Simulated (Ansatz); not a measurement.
# How GaP (F-43m) expands on warming, part 2 of 2

How much does GaP expand with temperature?

What experiment has found for this phase:
- volume expansion coefficient 15.9 1e-6/K, heat capacity C_P per formula unit 44.2 J/mol/K and bulk modulus 88.7 GPa near room temperature (given in “High-Throughput Prediction of Finite-Temperature Properties using the Quasi-Harmonic Approximation”, 2016, arXiv:1603.06924)

Ansatz 0.2.0; DFT RPBE, scalar-relativistic, plane waves, PAW.

So far, principal linear expansion coefficients at 298 K (× 1e-6/K): step 6 (the quasi-harmonic study, q-mesh 2×2×2) 5.77. Also gap on the k-mesh (eV): step 2 (a first coarse run) 1.76; step 3 (relaxation) 1.49; step 6 1.49. The relaxed cell has a = 5.555 Å (conventional setting).

## (7) Phonons on strained cells, q-mesh 4×4×4

Thermal expansion follows from how the free energy of the vibrations (and of the electrons in a metal) changes with strain, so the program makes strained cells, their phonons and a fit in one run.

Input file input.yaml:

```yaml
crystal:
  lattice:
    - [0.0, 2.7774910093, 2.7774910093]
    - [2.7774910093, 0.0, 2.7774910093]
    - [2.7774910093, 2.7774910093, 0.0]
  atoms:
    - { symbol: Ga, position: [0.0, 0.0, 0.0] }
    - { symbol: P, position: [0.25, 0.25, 0.25] }
kpoints:
  mp_grid: { grid: [8, 8, 8] }
hamiltonian:
  xc: rpbe
scf:
  occupations: { method: fixed }
output:
  eigenvalues: true
phonons:
  method: dfpt
  qmesh: [4, 4, 4]
  temperatures: { t_max: 800.0, t_step: 50 }
  thermal_expansion: {}
```

Run with:

```bash
$ ansatz run input.yaml --threads 2 --pin off --max-ram 5120MiB --backend cpu --events-out ev --progress --plain --runs-dir out
```

Run time: 16 min. Hardware: 2 threads of Arm Neoverse V1, shared host; peak memory 1.2 GiB; 31 min of CPU time.

Numbers from this step:

| Item | Value |
| --- | --- |
| volume expansion coefficient at 298 K | 20.45 1e-6/K |
| C_P at 298 K | 22.22 J/mol-atom/K |
| entropy at 298 K | 27.18 J/mol-atom/K |
| isothermal bulk modulus at 298 K | 67.99 GPa |
| Grüneisen parameter at 298 K | 0.8185 |
| volume at 298 K | 21.61 Å³/atom |
| principal linear expansion coefficients at 298 K | 6.818, 6.818, 6.818 1e-6/K |

Strained cells of the study; zero-point energy where phonons were solved; the pressures are stresses at a fixed cutoff and can carry an offset from the finite basis. Expansion cells, by row:

```
cell  |a| (Å)  |b| (Å)  |c| (Å)  V (Å³/atom)  E - E_lowest (meV/atom)  pressure, compression positive (GPa)  gap (eV)  zero-point energy (meV/atom)
   1    3.928    3.928    3.928        21.43                        0                                -0.014     1.494                             -
   2    3.959    3.959    3.959        21.95                    2.638                                -1.623     1.303                             -
   3    3.897    3.897    3.897        20.92                      2.8                                 1.781     1.674                             -
   4    3.928    3.928    3.928        21.43                    0.001                                 -0.04     1.491                         43.49
   5    3.948    3.948    3.948        21.76                    1.085                                -1.066     1.371                         42.78
   6     3.94     3.94     3.94        21.63                    0.413                                -0.673     1.418                         43.06
   7    3.964    3.964    3.964        22.03                    3.527                                 -1.86     1.273                         42.19
   8    3.889    3.889    3.889         20.8                      4.3                                 2.235     1.691                             -
   9    3.909    3.909    3.909        21.12                    1.044                                  1.06     1.612                             -
  10    3.982    3.982    3.982        22.33                    7.792                                -2.685     1.165                             -
```

Quasi-harmonic; a, b, c are the run's own cell vectors. Expansion, by row:

```
T (K)  a (Å)  b (Å)  c (Å)  alpha (deg)  beta (deg)  gamma (deg)  cell volume (Å³/cell)  alpha_a (1e-6/K)  alpha_b (1e-6/K)  alpha_c (1e-6/K)  alpha_V (1e-6/K)  C_P (J/mol-atom/K)  C_V (J/mol-atom/K)  S (J/mol-atom/K)  B_T (GPa)  B_S (GPa)  Grueneisen  extrapolation  fit error (1e-6/K)
    0  3.935  3.935  3.935           60          60           60                  43.08                 0                 0                 0                 0                   0                   0                 0       69.9       69.9           -              0                   0
   50  3.935  3.935  3.935           60          60           60                  43.08              0.34              0.34              0.34              1.01               5.041               5.041             2.284      69.86      69.86       0.181              0                   0
  100  3.935  3.935  3.935           60          60           60                  43.08              2.21              2.21              2.21              6.64               11.71                11.7             7.909      69.66      69.68       0.513              0                   0
  150  3.936  3.936  3.936           60          60           60                  43.11              4.18              4.18              4.18             12.54               16.51               16.49             13.64      69.31       69.4       0.684              0                0.01
  200  3.937  3.937  3.937           60          60           60                  43.14              5.48              5.48              5.48             16.43               19.42               19.37             18.82      68.89      69.06       0.759              0                0.01
  250  3.938  3.938  3.938           60          60           60                  43.18               6.3               6.3               6.3             18.89               21.16               21.09             23.36      68.44       68.7       0.797              0                0.02
298.1  3.939  3.939  3.939           60          60           60                  43.22              6.82              6.82              6.82             20.45               22.22               22.11             27.18      67.99      68.33       0.818              0                0.02
  300  3.939  3.939  3.939           60          60           60                  43.22              6.83              6.83              6.83              20.5               22.25               22.14             27.32      67.98      68.32       0.819              0                0.02
  350   3.94   3.94   3.94           60          60           60                  43.26              7.21              7.21              7.21             21.64               22.98               22.83             30.81       67.5      67.93       0.834              0                0.02
  400  3.942  3.942  3.942           60          60           60                  43.31               7.5               7.5               7.5             22.49               23.48                23.3             33.91      67.02      67.53       0.844              0                0.02
  450  3.943  3.943  3.943           60          60           60                  43.36              7.72              7.72              7.72             23.16               23.84               23.63              36.7      66.53      67.12       0.852              0                0.02
  500  3.945  3.945  3.945           60          60           60                  43.41              7.91              7.91              7.91             23.72               24.11               23.87             39.23      66.04      66.71       0.858              0                0.02
  550  3.947  3.947  3.947           60          60           60                  43.46              8.07              8.07              8.07              24.2               24.33               24.05             41.53      65.55       66.3       0.863              0                0.01
  600  3.948  3.948  3.948           60          60           60                  43.52              8.21              8.21              8.21             24.63                24.5               24.19             43.66      65.05      65.89       0.868              0                0.01
  650   3.95   3.95   3.95           60          60           60                  43.57              8.34              8.34              8.34             25.02               24.65                24.3             45.63      64.56      65.47       0.872              0                0.01
  700  3.951  3.951  3.951           60          60           60                  43.63              8.46              8.46              8.46             25.39               24.77               24.39             47.46      64.06      65.06       0.876              0                0.02
  750  3.953  3.953  3.953           60          60           60                  43.68              8.58              8.58              8.58             25.74               24.88               24.46             49.17      63.56      64.64        0.88              0                0.04
  800  3.955  3.955  3.955           60          60           60                  43.74              8.69              8.69              8.69             26.08               24.97               24.52             50.78      63.06      64.22       0.883              0                0.05
```

Expansion coefficient against temperature; values in 1e-6/K:

```
temperature (K)  volume  principal 1
              0       0            0
             50    1.01         0.34
            100    6.64         2.21
            150    12.5         4.18
            200    16.4         5.48
            250    18.9          6.3
            298    20.4         6.82
            300    20.5         6.83
            350    21.6         7.21
            400    22.5          7.5
            450    23.2         7.72
            500    23.7         7.91
            550    24.2         8.07
            600    24.6         8.21
            650    25.0         8.34
            700    25.4         8.46
            750    25.7         8.58
            800    26.1         8.69
```

Changing the q-mesh (2×2×2 → 4×4×4) takes the volume expansion at 298 K from 17.3 to 20.5 × 10⁻⁶/K and B_T from 68.0 to 68.0 GPa.

## (8) Summary of results

```
settings of these figures                        : RPBE, 487.2 eV, k 8×8×8, q 4×4×4
volume expansion coefficient at 298 K            : 20.45 1e-6/K
C_P at 298 K                                     : 22.22 J/mol-atom/K
entropy at 298 K                                 : 27.18 J/mol-atom/K
isothermal bulk modulus at 298 K                 : 67.99 GPa
Grüneisen parameter at 298 K                     : 0.8185
volume at 298 K                                  : 21.61 Å³/atom
principal linear expansion coefficients at 298 K : 6.818, 6.818, 6.818 1e-6/K
```

In words: Near room temperature GaP expands by 20.5 × 10⁻⁶/K in volume by RPBE, with C_P = 22.2 J/(mol K) per mole of atoms and B_T = 68.0 GPa. C_P at room temperature is 89 % of the classical 3R an atom, so the stiffest modes are still partly frozen out. A measured volume expansion coefficient near room temperature is 15.9 1e-6/K (arXiv:1603.06924); the calculated 20.5 1e-6/K differs by +29 %. A measured bulk modulus near room temperature is 88.7 GPa (arXiv:1603.06924); the calculated 68.0 GPa differs by -23 %. The table does not say whether its value is isothermal or adiabatic. A measured heat capacity per formula unit near room temperature is 44.2 J/mol/K (arXiv:1603.06924); the calculated 44.4 J/mol/K differs by +1 %. The expansion still moved strongly between the settings tried, so its convergence is not shown. Changing the q-mesh moves the volume expansion at 298 K between 17.3 and 20.5 × 10⁻⁶/K, while the CPU time spans a factor of 5.0. The interpolation has no quadrupole term, so branches near the zone centre are less sure, since this crystal has sites that are not centres of inversion. The PAW files were made for PBE and are used here under another functional, for which the program regenerates the frozen cores.

[Logs are printed without paths, hosts, clocks, repeated set-up lines and the standing remarks that a program may print on its own settings, such as how far it seeks lower states.]

[Hosts, paths, dates, database ids (printed as entryN), source tags and the programs' standing remarks are cut or masked in the printed files.]

[A step with changed settings may run another functional than the one named; its input shows which.]
